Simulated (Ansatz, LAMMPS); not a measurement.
# Squeezing and shearing glassy 25SiO2-50B2O3-12CaO-12Na2O (mol %) (62 atoms): runs compared

Aim: relax glassy 25SiO2-50B2O3-12CaO-12Na2O (mol %) (62 atoms), then change its volume and shape to read moduli from the stress.

Computed with Ansatz 0.2.0: Kohn-Sham DFT, PBEsol, PAW (set soft_2), plane waves.

## (1) The cell as built

The cell holds 62 atoms: 4 Si, 16 B, 2 Ca, 4 Na and 36 O. Its edges and angles: a = 9.092 Å, b = 9.092 Å, c = 9.092 Å, α = 90.0°, β = 90.0°, γ = 90.0°. 62 atoms (4 Si, 16 B, 2 Ca, 4 Na, 36 O) placed at random at 2.2 g/cm³, melted at 3000 K for 20 ps at fixed volume with the Buckingham and Coulomb pair potential of Guillot and Sator (Geochim. Cosmochim. Acta 71, 1249 (2007)) with the boron terms of Wang et al. (J. Non-Cryst. Solids 498, 294 (2018)). Quenched from 3000 K to 300 K at 20 K/ps and fixed volume, held 10 ps at zero pressure.

What the set-up can't give: The quench rate of 20 K/ps is many orders above laboratory rates, so the cell is likely richer in defects and strain than a real sample. The network of bonds at the start is that of the classical potential that made the cell, and needn't be the one that DFT or experiment would give. Only the Γ point is sampled.

## (2) The reference run

The reference is a single point at the end of the relaxation.

Every strained cell starts from the geometry of this run, and its atoms are relaxed with the cell held.

Its input, with most atom lines left out:

```yaml
crystal:
  lattice:
    - [9.01092, -0.18496, 0.45756]
    - [-0.18496, 8.92271, -0.07142]
    - [0.45756, -0.07142, 8.77037]
  atoms:
    - { symbol: Si, position: [0.24136, 0.90134, 0.28191] }
    - { symbol: Si, position: [0.84608, 0.47575, 0.42748] }
    - { symbol: Si, position: [0.91769, 0.04444, 0.61567] }
    - { symbol: Si, position: [0.05875, 0.48628, 0.96494] }
    - { symbol: B, position: [0.47638, 0.62228, 0.59965] }
    - { symbol: B, position: [0.0782, 0.18991, 0.84614] }
    - { symbol: B, position: [0.73399, 0.97631, 0.28413] }
    [... atom lines 8 to 62 left out ...]
kpoints:
  mp_grid: { grid: [1, 1, 1] }
hamiltonian:
  xc: pbesol
scf:
  occupations: { method: fixed }
output:
  forces: true
  stress: true
  populations: true
  dos:
    method: { smearing: { sigma: 0.15 } }
    de: 0.1
    projected: { site_lists: { B: [B], Ca: [Ca], Na: [Na], O: [O], Si: [Si] } }
  eigenvalues: true
  write_density: true
  write_potential: true
  volumetric_format: npy
  elf: true
```

| Item | Value |
| --- | --- |
| free energy per atom | -559.2081 eV/atom |
| r.m.s. force component | 0.00362 eV/Å |
| pressure | -0.00557 GPa |

Filled and empty levels are parted by 4.00 eV (at Γ alone); a semilocal functional tends to put such gaps too low. In a disordered cell it changes from sample to sample, and tail or defect levels can set it.

## (3) The runs

Each row is one run, on 4 threads of Arm Neoverse V1, shared host. The free energy is the program's total, comparable only between runs with the same functional, potentials and atoms.

```csv
run,atoms,outcome,"ionic steps, all passes",free energy (eV),time,host memory (GiB)
Single point at the start,62,converged,-,-34663.435,4.7 s,0.82
Cell and atoms relaxed,62,converged,57,-34670.903,4.2 min,0.84
Single point at the relaxed geometry,62,converged,-,-34670.903,7.4 s,0.84
Volume -3 %,62,converged,9,-34670.806,48 s,0.82
Volume +3 %,62,converged,9,-34670.806,48 s,0.86
Volume -6 %,62,converged,10,-34670.469,50 s,0.81
Volume +6 %,62,converged,11,-34670.524,64 s,0.87
Volume -10 %,62,converged,15,-34669.647,74 s,0.80
Stretched by 1 % along x,62,converged,7,-34670.894,36 s,0.85
Compressed by 1 % along x,62,converged,8,-34670.896,37 s,0.82
Sheared by 2 % in xy,62,converged,6,-34670.881,31 s,0.84
```

In some runs the program notes that the SCF threshold is loose for the stress.

## (4) Pressure against volume

Atoms are relaxed at each volume, in the scaled cell.

```csv
volume change (%),volume (Å³/atom),energy change (meV/atom),pressure (GPa),largest move on relaxing (Å),bonds,gap (eV)
-10,10.204,20.27,6.16,0.63,109,4.22
-6,10.658,7.00,3.51,0.41,105,4.13
-3,10.998,1.57,1.71,0.12,104,4.07
+0,11.338,0.00,-0.01,-,102,4.00
+3,11.678,1.57,-1.55,0.13,102,3.92
+6,12.018,6.12,-2.83,0.28,99,3.85
```

## (5) Uniaxial strain and shear

Stress (GPa, compression positive) less that of the relaxed cell, atoms relaxed:

```csv
strain,xx,yy,zz,xy,energy change (meV/atom)
stretched by 1 % along x,-0.579,-0.233,-0.195,0.031,0.15
compressed by 1 % along x,0.590,0.220,0.243,-0.054,0.11
sheared by 2 % in xy,0.073,0.131,0.114,-0.490,0.35
```

## (6) What came out

The bulk modulus, from the slope of pressure against ln V over the three points nearest the relaxed volume, is 54.3 GPa; a quadratic over all points gives a pressure derivative of about 2.1. The count of bonds runs from 99 to 109 over the series, so at some points contacts cross the cutoffs. At -10 % some atom moved by over 0.5 Å on relaxing, so that point may sit in another local minimum. The gap goes from 4.22 eV at the smallest volume to 3.85 eV at the largest, -2.3 eV per unit of ln V by a straight line, on the run's k-points. In the Cartesian axes of the cell, finite differences give C11 = 58.5, C12 = 22.7, C13 = 21.9 and C66 = 24.5 GPa (the shear of 2 % is the engineering strain, εxy = 0.01). The mean of C11, C12 and C13, which equals the bulk modulus in a cubic or isotropic solid, is 34.3 GPa: it lies 37 % under the bulk modulus from the volumes. For an isotropic solid C66 would equal (C11 − C12)/2 = 17.9 GPa; so small a sample needn't be isotropic, and C66 rests on one shear. The two differ too much for isotropic moduli to be formed.

Caveats: Strains are finite and relaxations stop at the force tolerance of the input, which can leave moduli too stiff; they are those of a static cell at zero temperature. Volumes are changed with the cell's shape held, so in an anisotropic solid the modulus lies over the one under free hydrostatic load. The program notes that the SCF threshold of the relaxations is loose for the stress.

The DFT runs together took 11 min of wall time.

[Logs are printed without paths, hosts, clocks, repeated set-up lines and the standing remarks that a program may print on its own settings, such as how far it seeks lower states.]

[Hosts, paths, dates, database ids (printed as entryN), source tags and the programs' standing remarks are cut or masked in the printed files.]
